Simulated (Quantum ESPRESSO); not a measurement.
# Collinear magnetic orders of MnSO4 with Quantum ESPRESSO, part 2 of 2

Wanted: the moments of MnSO4 and the energy of each order that was tried.

Quantum ESPRESSO 7.5; LDA with U = 4 eV on Mn d (ortho-atomic projectors); plane waves with GBRV 1.5 LDA potentials, no spin-orbit coupling.

So far, absolute magnetization (μB): step 2 (run 1, typed as ferro ++) 10.0.

## 3. Start 2: antiferro +−

pw.in reads:

```
&CONTROL
  calculation = 'scf'
  prefix = 'pwscf'
  outdir = './tmp'
  pseudo_dir = './pseudo'
  disk_io = 'nowf'
/
&SYSTEM
  ibrav = 0
  celldm(1) = 8
  nat = 12
  ntyp = 4
  ecutwfc = 40
  ecutrho = 280
  nbnd = 60
  occupations = 'smearing'
  smearing = 'fd'
  degauss = 0.00367493
  nspin = 2
  starting_magnetization(1) = 0.3
  starting_magnetization(2) = -0.3
  starting_magnetization(3) = 0
  starting_magnetization(4) = 0
/
&ELECTRONS
  conv_thr = 2.4d-08
  electron_maxstep = 150
  mixing_beta = 0.3
/
ATOMIC_SPECIES
Mn1    54.9380 mn_lda_v1.5.uspp.F.UPF
Mn2    54.9380 mn_lda_v1.5.uspp.F.UPF
S      32.0600 s_lda_v1.4.uspp.F.UPF
O      15.9990 o_lda_v1.2.uspp.F.UPF
CELL_PARAMETERS alat
   0.6220742186502   -0.9502960249212    0.0000000000000
   0.6220742186502    0.9502960249212    0.0000000000000
   0.0000000000000    0.0000000000000    1.6176055626797
ATOMIC_POSITIONS crystal
Mn1     0.0000000000    0.0000000000    0.0000000000
Mn2     0.0000000000    0.0000000000    0.5000000000
S       0.6500000000    0.3500000000    0.2500000000
S       0.3500000000    0.6500000000    0.7500000000
O       0.7500000000    0.2500000000    0.0580000000
O       0.2500000000    0.7500000000    0.5580000000
O       0.2500000000    0.7500000000    0.9420000000
O       0.7500000000    0.2500000000    0.4420000000
O       0.7810000000    0.7190000000    0.2500000000
O       0.2190000000    0.2810000000    0.7500000000
O       0.7190000000    0.7810000000    0.7500000000
O       0.2810000000    0.2190000000    0.2500000000
K_POINTS automatic
4 4 4 0 0 0
HUBBARD {ortho-atomic}
U Mn1-3d 4.0000
U Mn2-3d 4.0000
```

Started as:

```sh
OMP_NUM_THREADS=1 mpirun -n 4 pw.x -nk 4 -in pw.in > pw.out
```

Log:

```text
[banner, memory and clock lines left out]
Program PWSCF v.7.5 starts

     Message from routine setup:
     using ibrav=0 with symmetry is DISCOURAGED, use correct ibrav instead

     bravais-lattice index     =            0
     lattice parameter (alat)  =       8.0000  a.u.
     unit-cell volume          =     979.2052 (a.u.)^3
     number of atoms/cell      =           12
     number of atomic types    =            4
     number of electrons       =        90.00
     number of Kohn-Sham states=           60
     kinetic-energy cutoff     =      40.0000  Ry
     charge density cutoff     =     280.0000  Ry
     scf convergence threshold =      2.4E-08
     mixing beta               =       0.3000
     number of iterations used =            8  plain     mixing
     Exchange-correlation= SLA  PZ   NOGX NOGC
                           (   1   1   0   0   0   0   0)
     Hubbard projectors: ortho-atomic
     Hubbard parameters of DFT+U (Dudarev formulation) in eV:
     U(Mn1-3d) =  4.0000
     U(Mn2-3d) =  4.0000

     Internal variables: lda_plus_u =T, lda_plus_u_kind = 0

     Internal variables: orbital_resolved =F, hub_pot_fix =F, apply_U = F

     celldm(1)=   8.000000  celldm(2)=   0.000000  celldm(3)=   0.000000
     celldm(4)=   0.000000  celldm(5)=   0.000000  celldm(6)=   0.000000

     crystal axes: (cart. coord. in units of alat)
               a(1) = (   0.622074  -0.950296   0.000000 )
               a(2) = (   0.622074   0.950296   0.000000 )
               a(3) = (   0.000000   0.000000   1.617606 )

     reciprocal axes: (cart. coord. in units 2 pi/alat)
               b(1) = (  0.803763 -0.526152  0.000000 )
               b(2) = (  0.803763  0.526152 -0.000000 )
               b(3) = ( -0.000000  0.000000  0.618198 )

     PseudoPot. # 1 for Mn read from file:
     mn_lda_v1.5.uspp.F.UPF
     Pseudo is Ultrasoft + core correction, Zval = 15.0

     PseudoPot. # 2 for Mn read from file:
     mn_lda_v1.5.uspp.F.UPF
     Pseudo is Ultrasoft + core correction, Zval = 15.0

     PseudoPot. # 3 for S  read from file:
     s_lda_v1.4.uspp.F.UPF
     Pseudo is Ultrasoft + core correction, Zval =  6.0

     PseudoPot. # 4 for O  read from file:
     o_lda_v1.2.uspp.F.UPF
     Pseudo is Ultrasoft + core correction, Zval =  6.0

     atomic species   valence    mass     pseudopotential
     Mn1              15.00    54.93800     Mn( 1.00)
     Mn2              15.00    54.93800     Mn( 1.00)
     S                 6.00    32.06000     S ( 1.00)
     O                 6.00    15.99900     O ( 1.00)

     Starting magnetic structure
     atomic species   magnetization
     Mn1             0.300
     Mn2            -0.300
     S               0.000
     O               0.000

      4 Sym. Ops., with inversion, found

   Cartesian axes

     site n.     atom                  positions (alat units)
         1        Mn1    tau(   1) = (   0.0000000   0.0000000   0.0000000  )
         2        Mn2    tau(   2) = (   0.0000000   0.0000000   0.8088028  )
         3        S      tau(   3) = (   0.6220742  -0.2850888   0.4044014  )
         4        S      tau(   4) = (   0.6220742   0.2850888   1.2132042  )
         5        O      tau(   5) = (   0.6220742  -0.4751480   0.0938211  )
         6        O      tau(   6) = (   0.6220742   0.4751480   0.9026239  )
         7        O      tau(   7) = (   0.6220742   0.4751480   1.5237844  )
         8        O      tau(   8) = (   0.6220742  -0.4751480   0.7149817  )
         9        O      tau(   9) = (   0.9331113  -0.0589184   0.4044014  )
        10        O      tau(  10) = (   0.3110371   0.0589184   1.2132042  )
        11        O      tau(  11) = (   0.9331113   0.0589184   1.2132042  )
        12        O      tau(  12) = (   0.3110371  -0.0589184   0.4044014  )

     number of k points=    24  Fermi-Dirac smearing, width (Ry)=  0.0037
                       cart. coord. in units 2pi/alat
        k(    1) = (   0.0000000   0.0000000   0.0000000), wk =   0.0156250
        k(    2) = (   0.0000000   0.0000000   0.1545494), wk =   0.0312500
        k(    3) = (   0.0000000   0.0000000  -0.3090988), wk =   0.0156250
        k(    4) = (   0.2009407   0.1315380   0.0000000), wk =   0.0625000
        k(    5) = (   0.2009407   0.1315380   0.1545494), wk =   0.0625000
        [... 19 further k-points ...]

     Dense  grid:    77459 G-vectors     FFT dimensions: (  50,  50,  72)

     Smooth grid:    33479 G-vectors     FFT dimensions: (  40,  40,  54)

     Check: negative core charge=   -0.000024
     Generating pointlists ...
     new r_m :   0.1998 (alat units)  1.5983 (a.u.) for type    1
     new r_m :   0.1998 (alat units)  1.5983 (a.u.) for type    2
     new r_m :   0.1502 (alat units)  1.2016 (a.u.) for type    3
     new r_m :   0.1502 (alat units)  1.2016 (a.u.) for type    4

     Initial potential from superposition of free atoms

     starting charge      88.9998, renormalised to      90.0000

     STARTING HUBBARD OCCUPATIONS:

     =================== HUBBARD OCCUPATIONS ===================
     ------------------------ ATOM    1 ------------------------
     Tr[ns(  1)] (up, down, total) =   5.00000  0.00000  5.00000
     Atomic magnetic moment for atom   1 =   5.00000
     [... lines left out ...]
     ------------------------ ATOM    2 ------------------------
     Tr[ns(  2)] (up, down, total) =   0.00000  5.00000  5.00000
     Atomic magnetic moment for atom   2 =  -5.00000
     [... lines left out ...]
     Number of occupied Hubbard levels =   10.0000

     Atomic wfc used for Hubbard projectors are orthogonalized

     Starting wfcs are   66 randomized atomic wfcs

     Self-consistent Calculation

     iteration #  1     ecut=    40.00 Ry     beta= 0.30
     Davidson diagonalization with overlap
     ethr =  1.00E-02,  avg # of iterations =  3.4

     =================== HUBBARD OCCUPATIONS ===================
     ------------------------ ATOM    1 ------------------------
     Tr[ns(  1)] (up, down, total) =   4.95513  0.18681  5.14194
     Atomic magnetic moment for atom   1 =   4.76833
     [... lines left out ...]
     ------------------------ ATOM    2 ------------------------
     Tr[ns(  2)] (up, down, total) =   0.18679  4.95513  5.14192
     Atomic magnetic moment for atom   2 =  -4.76834
     [... lines left out ...]
     Number of occupied Hubbard levels =   10.2839

     total energy              =    -728.18846074 Ry
     estimated scf accuracy    <       2.63175243 Ry

     total magnetization       =    -0.00 Bohr mag/cell
     absolute magnetization    =     9.73 Bohr mag/cell

     iteration #  2     ecut=    40.00 Ry     beta= 0.30
     Davidson diagonalization with overlap
     ethr =  2.92E-03,  avg # of iterations =  2.0

     total energy              =    -728.65835901 Ry
     estimated scf accuracy    <       0.10935185 Ry

     total magnetization       =     0.00 Bohr mag/cell
     absolute magnetization    =     9.65 Bohr mag/cell

     [... further iterations left out ...]

     iteration #  9     ecut=    40.00 Ry     beta= 0.30
     Davidson diagonalization with overlap
     ethr =  8.66E-10,  avg # of iterations =  2.6

     negative rho (up, down):  5.837E-04 5.837E-04

     total energy              =    -728.68169023 Ry
     estimated scf accuracy    <       0.00000019 Ry

     total magnetization       =    -0.00 Bohr mag/cell
     absolute magnetization    =     9.68 Bohr mag/cell

     iteration # 10     ecut=    40.00 Ry     beta= 0.30
     Davidson diagonalization with overlap
     ethr =  2.14E-10,  avg # of iterations =  2.0

     negative rho (up, down):  5.835E-04 5.835E-04

     Magnetic moment per site  (integrated on atomic sphere of radius R)
     atom   1 (R=0.200)  charge= 12.2158  magn=  4.0957
     atom   2 (R=0.200)  charge= 12.2158  magn= -4.0957
     atom   3 (R=0.150)  charge=  1.3801  magn=  0.0000
     atom   4 (R=0.150)  charge=  1.3801  magn=  0.0000
     atom   5 (R=0.150)  charge=  4.2127  magn=  0.0056
     atom   6 (R=0.150)  charge=  4.2127  magn= -0.0056
     atom   7 (R=0.150)  charge=  4.2127  magn=  0.0056
     atom   8 (R=0.150)  charge=  4.2127  magn= -0.0056
     atom   9 (R=0.150)  charge=  4.1845  magn= -0.0000
     atom  10 (R=0.150)  charge=  4.1845  magn= -0.0000
     atom  11 (R=0.150)  charge=  4.1845  magn= -0.0000
     atom  12 (R=0.150)  charge=  4.1845  magn= -0.0000

     End of self-consistent calculation

     =================== HUBBARD OCCUPATIONS ===================
     ------------------------ ATOM    1 ------------------------
     Tr[ns(  1)] (up, down, total) =   4.95177  0.25268  5.20445
     Atomic magnetic moment for atom   1 =   4.69909
     [... lines left out ...]
     ------------------------ ATOM    2 ------------------------
     Tr[ns(  2)] (up, down, total) =   0.25268  4.95177  5.20445
     Atomic magnetic moment for atom   2 =  -4.69909
     [... lines left out ...]
     Number of occupied Hubbard levels =   10.4089

     [... lines left out ...]
     the Fermi energy is     7.0546 ev

!    total energy              =    -728.68169028 Ry
     estimated scf accuracy    <       0.00000002 Ry
     smearing contrib. (-TS)   =      -0.00000000 Ry
     internal energy E=F+TS    =    -728.68169028 Ry

     The total energy is F=E-TS. E is the sum of the following terms:
     one-electron contribution =    -417.39283655 Ry
     hartree contribution      =     249.64048128 Ry
     xc contribution           =    -127.20814265 Ry
     ewald contribution        =    -433.80401903 Ry
     Hubbard energy            =       0.08282667 Ry

     total magnetization       =     0.00 Bohr mag/cell
     absolute magnetization    =     9.68 Bohr mag/cell

     convergence has been achieved in  10 iterations
```

Run time: 57 s. Hardware: 4 MPI ranks of Intel Xeon Platinum 8375C at 2.90GHz (Ice Lake), shared host; peak memory 0.86 GiB.

Spin moment in the atom's sphere by atom:

```
atom  spin moment in the atom's sphere (μB)
 Mn1                                   4.10
 Mn2                                  -4.10
  S3                                   0.00
  S4                                   0.00
  O5                                   0.01
  O6                                  -0.01
  O7                                   0.01
  O8                                  -0.01
  O9                                   0.00
 O10                                   0.00
 O11                                   0.00
 O12                                   0.00
```

Read from the output:

```yaml
smearing_term_ts: 8.36e-13 eV
magnetization: 0 μB
absolute_magnetization: 9.68 μB
final_state: antiferromagnetic
```

Spin density in the bc plane of the conventional cell at fractional x = 0.000, with atoms of Mn and S and O within 0.2 Å of it.

Values in e/Å³, 10 rows by 16 columns, each cell a mean:
```
 3.1  0.6  0.0  0.0  0.0  0.0  0.0  0.0  0.0  0.0  0.0  0.0  0.0  0.0  0.2  2.2
 0.1  0.1  0.0  0.0  0.0  0.0  0.0  0.0  0.0  0.0  0.0  0.0  0.0  0.0  0.0  0.1
 0.0  0.0  0.0  0.0  0.0  0.0  0.0  0.0  0.0  0.0  0.0  0.0  0.0  0.0  0.0  0.0
-0.3 -0.1  0.0  0.0  0.0  0.0  0.0  0.0  0.0  0.0  0.0  0.0  0.0  0.0 -0.1 -0.2
-4.5 -0.8 -0.1  0.0  0.0  0.0  0.0  0.0  0.0  0.0  0.0  0.0  0.0  0.0 -0.3 -3.2
-3.1 -0.5  0.0  0.0  0.0  0.0  0.0  0.0  0.0  0.0  0.0  0.0  0.0  0.0 -0.3 -2.2
-0.1 -0.1  0.0  0.0  0.0  0.0  0.0  0.0  0.0  0.0  0.0  0.0  0.0  0.0  0.0 -0.1
 0.0  0.0  0.0  0.0  0.0  0.0  0.0  0.0  0.0  0.0  0.0  0.0  0.0  0.0  0.0  0.0
 0.3  0.1  0.0  0.0  0.0  0.0  0.0  0.0  0.0  0.0  0.0  0.0  0.0  0.0  0.1  0.2
 4.5  0.8  0.0  0.0  0.0  0.0  0.0  0.0  0.0  0.0  0.0  0.0  0.0  0.0  0.3  3.2
```
Columns run along b (8.0 Å), rows up along c (6.8 Å), edges of the conventional cell, whose origin can differ from the input's. Atoms in or near the plane, at fractional coordinates: Mn at (0.00, 0.00), Mn at (0.00, 0.50), S at (0.35, 0.25), S at (0.65, 0.75), O at (0.25, 0.06), O at (0.75, 0.56), O at (0.75, 0.94), O at (0.25, 0.44).

Valence density in the bc plane of the conventional cell at fractional x = 0.000, with atoms of Mn and S and O within 0.2 Å of it. It is the smooth field of the valence electrons, not physical close to the nuclei.

Values in e/Å³, 10 rows by 16 columns, each cell a mean:
```
 9  2  0  1  1  0  0  0  0  0  1  5  6  1  1  7
 0  0  0  0  0  0  0  0  0  1  1  2  2  0  0  0
 0  0  0  0  0  0  0  0  0  1  1  1  1  0  0  0
 1  0  0  0  0  0  0  0  0  0  1  2  3  1  0  0
12  2  0  1  2  0  0  0  0  0  1  4  5  1  1 10
 9  2  1  4  6  2  0  0  0  0  0  1  1  0  1  7
 0  0  0  1  2  1  1  0  0  0  0  0  0  0  0  0
 0  0  0  0  1  1  1  1  0  0  0  0  0  0  0  0
 1  0  0  2  3  1  1  0  0  0  0  0  0  0  0  1
12  2  1  4  6  1  0  0  0  0  0  1  2  0  1 10
```
Columns run along b (8.0 Å), rows up along c (6.8 Å), edges of the conventional cell, whose origin can differ from the input's. Atoms in or near the plane, at fractional coordinates: Mn at (0.00, 0.00), Mn at (0.00, 0.50), S at (0.35, 0.25), S at (0.65, 0.75), O at (0.25, 0.06), O at (0.75, 0.56), O at (0.75, 0.94), O at (0.25, 0.44).

## 4. The states side by side

An order is kept where moments of 0.15 μB or more survive with the typed signs; meshes match where a doubled cell samples the same k points as the first cell.

Orders:

```
       start        final state  typed order kept  energy over the lowest (meV a seeded atom)  largest site moment (μB)  net moment (μB a cell of the first run)  mesh matched  CPU time (s)
    ferro ++      ferromagnetic               yes                                       14.65                     4.105                                       10           yes         207.3
antiferro +-  antiferromagnetic               yes                                           0                     4.096                                        0           yes         225.5
```

## 5. Occupations of the corrected shells in the lowest state

Occupations of the Hubbard shells:

```
block  type  shell  spin  electrons             occupation numbers
    1   Mn1     3d    up      4.952  0.977 0.989 0.993 0.996 0.997
    1   Mn1     3d  down     0.2527  0.016 0.026 0.028 0.083 0.099
    2   Mn2     3d    up     0.2527  0.016 0.026 0.028 0.083 0.099
    2   Mn2     3d  down      4.952  0.977 0.989 0.993 0.996 0.997
```

## 6. What came out

```json
{
 "lowest state found": "antiferromagnetic (from antiferro +-)",
 "largest site moment": "4.10 μB",
 "next state with moments": "ferromagnetic, 14.7 meV a seeded atom higher"
}
```

What this shows: This is the lowest of 2 collinear or spinless starts, no proof of the ground state.

[Logs and program files are shortened in this print: banners, set-up blocks, solver, clock and traceback lines can be left out without a mark of their own.]

[Logs are printed without paths, hosts, clocks, repeated set-up lines and the standing remarks that a program may print on its own settings, such as how far it seeks lower states.]

[Hosts, paths, dates, database ids (printed as entryN), source tags and the programs' standing remarks are cut or masked in the printed files.]

[Where a cell is said to come from a database of computed structures, the database is the Materials Project.]
